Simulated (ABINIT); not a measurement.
# SrLiCl3 (Pm-3m): modes at Γ and the response to a field, part 3 of 3

Aim: the zone-centre modes of SrLiCl3 (Pm-3m).

ABINIT 10.8.3; DFT LDA, scalar-relativistic, plane waves, PseudoDojo norm-conserving pseudopotentials.

So far. Step 8 (Linear response at Γ): The acoustic modes at Γ come out as far as 0.6 cm⁻¹ from zero, where they should vanish, a small numerical error; the Born charges miss their sum rule by 0.017 e, which is good. The lowest optical mode is imaginary, 176i cm⁻¹, an instability at this level and on this k mesh. Step 9 (Modes with the sum rule): The rule moves no optical mode by more than 0.1 cm⁻¹. The relaxed cell has a = 5.477 Å (conventional setting).

The structure was built from a prototype and need not be the compound's stable phase.

### 10. Sum rules set otherwise (asr 0)

Without the rule the raw error of the acoustic modes shows.

Input file anaddb.abi:

```
ddb_filepath "gamma_DDB"
output_file "anaddb.abo"
outdata_prefix "anaddb"
asr 0
chneut 0
enunit 2
eivec 1
nph1l 1
qph1l 0.0 0.0 0.0 1.0
dieflag 2
nph2l 3
qph2l 
    1.0 0.0 0.0 0.0
    0.0 0.0 1.0 0.0
    1.0 1.0 1.0 0.0
```

Input file mrgddb.in:

```
gamma_DDB
merged
2
dfpt_gammao_DS2_DDB
gso_DDB
```

Command:

```sh
$ mrgddb < mrgddb.in > mrgddb.log
$ OMP_NUM_THREADS=1 anaddb anaddb.abi > anaddb.log
```

anaddb.abo, the main output file:

```text
[banners, grids, parts of the stress and lines that vanish by symmetry left out]
-outvars_anaddb: echo values of input variables ----------------------

 Flags :
[...]
Dielectric Tensor and Effective Charges
[...]
Effective charge tensors after
[...]
Phonon wavevector (reduced coordinates) :  0.00000  0.00000  0.00000
 Phonon energies in Hartree :
[...]
Phonon energies in meV     :
- -2.178820E+01 -2.178820E+01 -2.178820E+01 -7.260427E+00 -7.260427E+00
- -7.260427E+00  6.796969E-02  6.796972E-02  6.796979E-02  9.509983E+00
-  9.509983E+00  9.509983E+00  3.471334E+01  3.471334E+01  3.471334E+01
 Phonon frequencies in cm-1    :
- -1.757337E+02 -1.757337E+02 -1.757337E+02 -5.855929E+01 -5.855929E+01
- -5.855929E+01  5.482125E-01  5.482127E-01  5.482133E-01  7.670319E+01
-  7.670319E+01  7.670319E+01  2.799820E+02  2.799820E+02  2.799820E+02
 Phonon frequencies in Thz     :
- -5.268363E+00 -5.268363E+00 -5.268363E+00 -1.755563E+00 -1.755563E+00
- -1.755563E+00  1.643500E-02  1.643500E-02  1.643502E-02  2.299504E+00
-  2.299504E+00  2.299504E+00  8.393649E+00  8.393649E+00  8.393649E+00
 Phonon energies in Kelvin  :
- -2.528416E+02 -2.528416E+02 -2.528416E+02 -8.425375E+01 -8.425375E+01
- -8.425375E+01  7.887555E-01  7.887558E-01  7.887567E-01  1.103588E+02
-  1.103588E+02  1.103588E+02  4.028316E+02  4.028316E+02  4.028316E+02
[...]
-  1  0.00000000E+00  0.00000000E+00 -8.26443748E-03
-     0.00000000E+00  0.00000000E+00  0.00000000E+00
-  2  0.00000000E+00  0.00000000E+00 -1.30232912E-04
-     0.00000000E+00  0.00000000E+00  0.00000000E+00
-  3  0.00000000E+00  0.00000000E+00 -8.60511987E-05
-     0.00000000E+00  0.00000000E+00  0.00000000E+00
-  4  0.00000000E+00  0.00000000E+00  1.01295575E-03
-     0.00000000E+00  0.00000000E+00  0.00000000E+00
-  5  0.00000000E+00  0.00000000E+00  1.01295575E-03
-     0.00000000E+00  0.00000000E+00  0.00000000E+00
[...]
-  1  0.00000000E+00 -8.26443748E-03  0.00000000E+00
-     0.00000000E+00  0.00000000E+00  0.00000000E+00
-  2  0.00000000E+00 -1.30232912E-04  0.00000000E+00
-     0.00000000E+00  0.00000000E+00  0.00000000E+00
-  3  0.00000000E+00  1.01295575E-03  0.00000000E+00
-     0.00000000E+00  0.00000000E+00  0.00000000E+00
-  4  0.00000000E+00 -8.60511987E-05  0.00000000E+00
-     0.00000000E+00  0.00000000E+00  0.00000000E+00
-  5  0.00000000E+00  1.01295575E-03  0.00000000E+00
-     0.00000000E+00  0.00000000E+00  0.00000000E+00
[...]
-  1  8.26443748E-03  0.00000000E+00  0.00000000E+00
-     0.00000000E+00  0.00000000E+00  0.00000000E+00
-  2  1.30232912E-04  0.00000000E+00  0.00000000E+00
-     0.00000000E+00  0.00000000E+00  0.00000000E+00
-  3 -1.01295575E-03  0.00000000E+00  0.00000000E+00
-     0.00000000E+00  0.00000000E+00  0.00000000E+00
-  4 -1.01295575E-03  0.00000000E+00  0.00000000E+00
-     0.00000000E+00  0.00000000E+00  0.00000000E+00
[...]
Phonon at Gamma, with non-analyticity in the
[...]
Phonon energies in Hartree :
[...]
Phonon energies in meV     :
- -2.178820E+01 -2.178820E+01 -7.260427E+00 -7.260427E+00 -7.260427E+00
- -6.008239E+00  6.796969E-02  6.796972E-02  1.686845E-01  9.509983E+00
[...]
Phonon frequencies in cm-1    :
[...]
Phonon frequencies in Thz     :
[...]
Phonon energies in Kelvin  :
[...]
- -6.972272E+01  7.887555E-01  7.887558E-01  1.957502E+00  1.103588E+02
-  1.103588E+02  1.179990E+02  4.028316E+02  4.028316E+02  4.650618E+02
[...]
-  5  0.00000000E+00  0.00000000E+00  2.78150787E-03
-     0.00000000E+00  0.00000000E+00  0.00000000E+00
[...]
-  1  0.00000000E+00  0.00000000E+00  0.00000000E+00
-     0.00000000E+00  0.00000000E+00  0.00000000E+00
-  2  0.00000000E+00  0.00000000E+00  0.00000000E+00
-     0.00000000E+00  0.00000000E+00  0.00000000E+00
-  3  0.00000000E+00  2.78150787E-03  0.00000000E+00
-     0.00000000E+00  0.00000000E+00  0.00000000E+00
-  4  0.00000000E+00  0.00000000E+00  0.00000000E+00
-     0.00000000E+00  0.00000000E+00  0.00000000E+00
-  5  0.00000000E+00 -2.78150787E-03  0.00000000E+00
-     0.00000000E+00  0.00000000E+00  0.00000000E+00
[...]
Phonon at Gamma, with non-analyticity in the
[...]
Phonon energies in Hartree :
[...]
Phonon energies in meV     :
- -2.178820E+01 -2.178820E+01 -7.260427E+00 -7.260427E+00 -7.260427E+00
- -6.008239E+00  6.796972E-02  6.796979E-02  1.686844E-01  9.509983E+00
-  9.509983E+00  1.016837E+01  3.471334E+01  3.471334E+01  4.007592E+01
 Phonon frequencies in cm-1    :
- -1.757337E+02 -1.757337E+02 -5.855929E+01 -5.855929E+01 -5.855929E+01
[...]
Phonon frequencies in Thz     :
[...]
Phonon energies in Kelvin  :
[...]
Phonon at Gamma, with non-analyticity in the
[...]
Phonon energies in Hartree :
[...]
Phonon energies in meV     :
[...]
Phonon frequencies in cm-1    :
[...]
Phonon frequencies in Thz     :
[...]
Phonon energies in Kelvin  :
[...]
- -6.972272E+01  7.887557E-01  7.887564E-01  1.957502E+00  1.103588E+02
-  1.103588E+02  1.179990E+02  4.028316E+02  4.028316E+02  4.650618E+02
[...]
-  4  1.50944637E-04  1.72833478E-03 -5.66426222E-05
-     0.00000000E+00  0.00000000E+00  0.00000000E+00
-  5 -2.76646121E-03 -9.43020151E-05 -5.66426222E-05
-     0.00000000E+00  0.00000000E+00  0.00000000E+00
[...]
;  5 -1.87861337E-03 -7.91557898E-05 -7.91557898E-05
;     0.00000000E+00  0.00000000E+00  0.00000000E+00
-
```

Elapsed: 0.49 s, on 1 thread of Arm Neoverse V2, shared host.

Zone-centre frequencies as printed; negative means imaginary. Modes:

| mode | frequency (cm⁻¹) |
| --- | --- |
| 1 | -175.7 |
| 2 | -175.7 |
| 3 | -175.7 |
| 4 | -58.56 |
| 5 | -58.56 |
| 6 | -58.56 |
| 7 | 0.55 |
| 8 | 0.55 |
| 9 | 0.55 |
| 10 | 76.7 |
| 11 | 76.7 |
| 12 | 76.7 |
| 13 | 280 |
| 14 | 280 |
| 15 | 280 |

With imaginary modes the relaxed-ion tensors have no meaning and are not tabulated.

### 11. Outcome

```yaml
space_group_after_relaxation: Pm-3m
volume_per_atom: 32.9 Å³
highest_optical_zone_centre_mode_no_lo_to_term: 280.0 cm⁻¹
lowest_optical_zone_centre_mode: -175.7 cm⁻¹
highest_mode_moved_by_the_lo_to_term: 323.2 cm⁻¹
mean_high_frequency_dielectric_constant: 2.53
largest_born_charge_in_size_third_of_the_trace: 2.36 e
imaginary_optical_modes_at_the_zone_centre_no_q_mesh_in_this_session: yes
```

In words: At the LDA level the optical modes of SrLiCl3 (Pm-3m) at the zone centre (no LO-TO term) run from 176i to 280 cm⁻¹, so the structure is a saddle point, with 6 modes beyond 10i cm⁻¹ there. Along the directions run, the highest mode that the macroscopic field moves lies at 323 cm⁻¹. These are harmonic frequencies at zero temperature: anharmonic shifts and linewidths and thermal expansion are left out. The structure is a hypothetical one, built on a prototype.

[Host names and launcher messages were left out of these logs when they were recorded.]

[Logs are printed without paths, hosts, clocks, repeated set-up lines and the standing remarks that a program may print on its own settings, such as how far it seeks lower states.]

[Hosts, paths, dates, database ids (printed as entryN), source tags and the programs' standing remarks are cut or masked in the printed files.]
